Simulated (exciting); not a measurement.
# RbLuS2: the S L₂,₃ edge from the Bethe–Salpeter equation, part 3 of 3

How far do the exchange and direct terms reshape the S L₂,₃ edge of RbLuS2?

exciting sodium; X-ray absorption, core-level Bethe-Salpeter equation, exchange and statically screened direct term, Tamm-Dancoff, all-electron LAPW+lo LDA.

So far. Step 6 (Exchange alone): Maxima (height): 11.4 eV (0.77), 12.6 eV (0.70), 15.8 eV (0.89), 16.7 eV (0.91) and 20.1 eV (0.81); 2 lower ones aren't listed. The spectrum differs from the independent-particle run by 4 % r.m.s. The highest maximum lies at 16.7 eV (0.91), against 15.7 eV (0.92). Step 7 (Direct term alone): Maxima (height): 9.0 eV (0.92), 10.1 eV (1.02), 13.0 eV (0.79), 14.3 eV (0.89) and 19.1 eV (0.57); 2 lower ones aren't listed. The spectrum differs from the singlet run by 5 % r.m.s.

**9. Coarser mesh**

Changed against the first singlet run: k mesh from 2×2×2 to 1×1×1.

input.xml

```
<input>
  <title>RbLuS2</title>
  <structure speciespath="." autormt="false" epslat="1.0e-5">
    <crystal>
      <basevect>3.7709484810 2.1771581207 14.3858550755</basevect>
      <basevect>-3.7709484810 2.1771581207 14.3858550755</basevect>
      <basevect>0.0000000000 -4.3543162411 14.3858550755</basevect>
    </crystal>
    <species speciesfile="Lu.xml" rmt="2.300">
      <atom coord="0.5000000000 0.5000000000 0.5000000000"/>
    </species>
    <species speciesfile="Rb.xml" rmt="2.464">
      <atom coord="0.0000000000 0.0000000000 0.0000000000"/>
    </species>
    <species speciesfile="S.xml" rmt="2.300">
      <atom coord="0.7697000000 0.7697000000 0.7697000000"/>
      <atom coord="0.2303000000 0.2303000000 0.2303000000"/>
    </species>
  </structure>
  <groundstate do="skip" xctype="LDA_PW" ngridk="3 3 3" rgkmax="7" gmaxvr="14" nempty="8" swidth="0.001" maxscl="100" epsengy="1e-5"/>
  <xs xstype="BSE" ngridk="1 1 1" ngridq="1 1 1" vkloff="0.097 0.273 0.493" rgkmax="7" nempty="50" gqmax="3" lmaxapwwf="5" lmaxemat="3" broad="0.01654" tevout="true">
    <energywindow intv="5.083 6.746" points="452"/>
    <screening screentype="full" nempty="77"/>
    <BSE xas="true" xasspecies="3" xasatom="1" xasedge="L23" bsetype="singlet" nstlxas="1 46"/>
    <qpointset>
      <qpoint>0 0 0</qpoint>
    </qpointset>
    <plan>
      <doonly task="xsgeneigvec"/>
      <doonly task="writepmatxs"/>
      <doonly task="scrgeneigvec"/>
      <doonly task="scrwritepmat"/>
      <doonly task="screen"/>
      <doonly task="scrcoulint"/>
    </plan>
  </xs>
</input>
```

input.xml for the exchange start (cutoff and plan only)

```
  gqmax="2.5"
  <plan>
    <doonly task="exccoulint"/>
  </plan>
```

input.xml for the last start (plan only)

```
  <plan>
    <doonly task="bse"/>
  </plan>
```

Launch:

```sh
$ OMP_NUM_THREADS=4 exciting
$ OMP_NUM_THREADS=4 exciting
$ OMP_NUM_THREADS=4 exciting
```

Numbers of over 12 decimals in the logs are rounded to 6 here.

What it wrote:

```text
| EXCITING SODIUM started for task xsgeneigvec ( 301)                          =
One-shot GS runs for BSE calculations
One-shot GS runs for k+qmt/2 grids
Info(xsgeneigvec): Generating eigenvectors for Q-point      1
Info(xsgeneigvec): Generation of eigenvectors finished
| EXCITING SODIUM started for task writepmatxs ( 320)                          =
Info(writepmatxs): Momentum matrix elements finished
| EXCITING SODIUM started for task scrgeneigvec ( 401)                         =
One-shot GS runs for BSE calculations
One-shot GS runs for k+qmt/2 grids
[...]
Info(setup_bse_block): Setting up RR part of hamiltonian
Info(setup_bse_block): Singlet spin state
Info(bse): Diagonalizing RR Hamiltonian (TDA)
Info(bse): Invoking Lapack routine ZHEEVR
       276 eigen solutions found in the interval:
         i1=       1 i2=     276
Info(bse): Writing excition energies and oscillator strengths to text file.
Info(makespectrum_dist): Making spectrum using formula for coupling with time reversed AR basis.
Info(makespectrum_dist): Using formalism for vanishing momentum transfer.
Info(writederived): Writing quantities derived from the macroscopic dielectric function.
Info(bselauncher): Spectrum finished for iqmt=  1
Info(bselauncher): All done for BSE type singlet
```

It took 2.3 min on 4 threads of Intel Xeon at 2.50GHz (Skylake/Cascade Lake), shared host.

Wall time by task: xsgeneigvec 9.6 s, writepmatxs 9.7 s, scrgeneigvec 5.8 s, scrwritepmat 8.3 s, screen 14 s, scrcoulint 15 s, exccoulint 71 s, bse 3.6 s.

These settings are cheaper. Against the singlet run the r.m.s. difference is 18 %. The highest maximum lies at 9.4 eV (1.05), against 10.1 eV (1.00). The first bright state moves from -0.98 to -1.09 eV. The lowest bare transition of this run lies at 0.95 eV, against 0.19. A coarse mesh samples few band energies, and it inflates the long-range part of the attraction.

| E (eV) | first run | this run |
| --- | --- | --- |
| -3.0 | 0.02 | 0.02 |
| -2.0 | 0.04 | 0.05 |
| -1.0 | 0.12 | 0.15 |
| 0.0 | 0.20 | 0.21 |
| 1.0 | 0.34 | 0.33 |
| 2.0 | 0.45 | 0.41 |
| 3.0 | 0.37 | 0.32 |
| 4.0 | 0.34 | 0.33 |
| 5.0 | 0.39 | 0.40 |
| 6.0 | 0.44 | 0.39 |
| 7.0 | 0.50 | 0.49 |
| 8.0 | 0.58 | 0.65 |
| 9.0 | 0.86 | 0.97 |
| 10.0 | 0.98 | 0.83 |
| 11.0 | 0.80 | 0.80 |
| 12.0 | 0.67 | 0.81 |
| 13.0 | 0.78 | 0.94 |
| 14.0 | 0.84 | 0.89 |
| 15.0 | 0.84 | 0.85 |
| 16.0 | 0.70 | 0.50 |
| 17.0 | 0.60 | 0.71 |
| 18.0 | 0.54 | 0.71 |
| 19.0 | 0.60 | 0.60 |
| 20.0 | 0.59 | 0.44 |
| 21.0 | 0.56 | 0.41 |

**10. The levels of theory side by side**

| level | curve passes 0.15 (eV) | highest maximum (eV) | its height |
| --- | --- | --- | --- |
| IP | 2.2 | 15.7 | 0.92 |
| RPA | 2.3 | 16.7 | 0.91 |
| direct only | -0.6 | 10.1 | 1.02 |
| singlet | -0.4 | 10.1 | 1.00 |

| E (eV) | IP | RPA | direct only | singlet |
| --- | --- | --- | --- | --- |
| -3.0 | 0.01 | 0.01 | 0.02 | 0.02 |
| -2.0 | 0.01 | 0.01 | 0.04 | 0.04 |
| -1.0 | 0.02 | 0.02 | 0.13 | 0.12 |
| 0.0 | 0.04 | 0.04 | 0.22 | 0.20 |
| 1.0 | 0.08 | 0.08 | 0.37 | 0.34 |
| 2.0 | 0.14 | 0.13 | 0.48 | 0.45 |
| 3.0 | 0.21 | 0.19 | 0.39 | 0.37 |
| 4.0 | 0.28 | 0.27 | 0.36 | 0.34 |
| 5.0 | 0.30 | 0.28 | 0.41 | 0.39 |
| 6.0 | 0.30 | 0.29 | 0.47 | 0.44 |
| 7.0 | 0.28 | 0.26 | 0.54 | 0.50 |
| 8.0 | 0.31 | 0.29 | 0.62 | 0.58 |
| 9.0 | 0.33 | 0.31 | 0.91 | 0.86 |
| 10.0 | 0.45 | 0.41 | 1.01 | 0.98 |
| 11.0 | 0.68 | 0.62 | 0.80 | 0.80 |
| 12.0 | 0.73 | 0.69 | 0.66 | 0.67 |
| 13.0 | 0.68 | 0.66 | 0.79 | 0.78 |
| 14.0 | 0.67 | 0.64 | 0.83 | 0.84 |
| 15.0 | 0.75 | 0.72 | 0.81 | 0.84 |
| 16.0 | 0.90 | 0.88 | 0.67 | 0.70 |
| 17.0 | 0.88 | 0.88 | 0.57 | 0.60 |
| 18.0 | 0.78 | 0.80 | 0.52 | 0.54 |
| 19.0 | 0.73 | 0.74 | 0.57 | 0.60 |
| 20.0 | 0.79 | 0.81 | 0.56 | 0.59 |
| 21.0 | 0.80 | 0.82 | 0.52 | 0.56 |

**11. What came out**

```yaml
absorber_and_edge: S L₂,₃, atom 3
surroundings: 3 Lu at 2.72 Å and 3 Rb at 3.29 Å (distorted octahedral, site symmetry 3m)
first_bright_state: -0.98 eV from the Kohn–Sham onset, on this mesh
highest_maximum: 10.1 eV
cost_of_the_bse_run: 13 min on 4 MPI ranks of Intel Xeon at 2.50GHz (Skylake/Cascade Lake), shared host; the last task ran on as many threads
```

What this shows: Is a core exciton bound? Yes on this mesh: the first bright state (over 5 % of the brightest) lies at -0.98 eV from the Kohn–Sham onset and at -1.17 eV from the lowest bare transition of its own mesh. Changing the half width (eV) from 0.45 to 1.35 alters the spectrum by 12 % r.m.s. Exchange alone changes the independent-particle spectrum by 4 % r.m.s. Leaving exchange out of the full kernel changes the spectrum by 5 % r.m.s. With 8 k points the binding energies are rough, and fine structure above the first lines is partly noise of the mesh. Exchange and the short-range direct term aren't converged in the kernel cutoff. The zero comes from the unshifted 3×3×3 ground-state mesh; it is exact only where the band minimum lies on that mesh. The conduction states carry no spin here, so the exchange coupling to the spinor core hole is only partly held. The Kohn–Sham onset, 150 eV, is no photon energy (tabulated edge of the element: 162.5 eV): the scale needs a rigid shift. Bands and screening come from semilocal DFT, whose small gap overscreens. Vibrations and energy-dependent lifetimes are left out. The structure is a published determination, not relaxed.

[Banner, clock and machine lines of the logs are left out without a mark of their own.]

[Logs are printed without paths, hosts, clocks, repeated set-up lines and the standing remarks that a program may print on its own settings, such as how far it seeks lower states.]

[Hosts, paths, dates, database ids (printed as entryN), source tags and the programs' standing remarks are cut or masked in the printed files.]
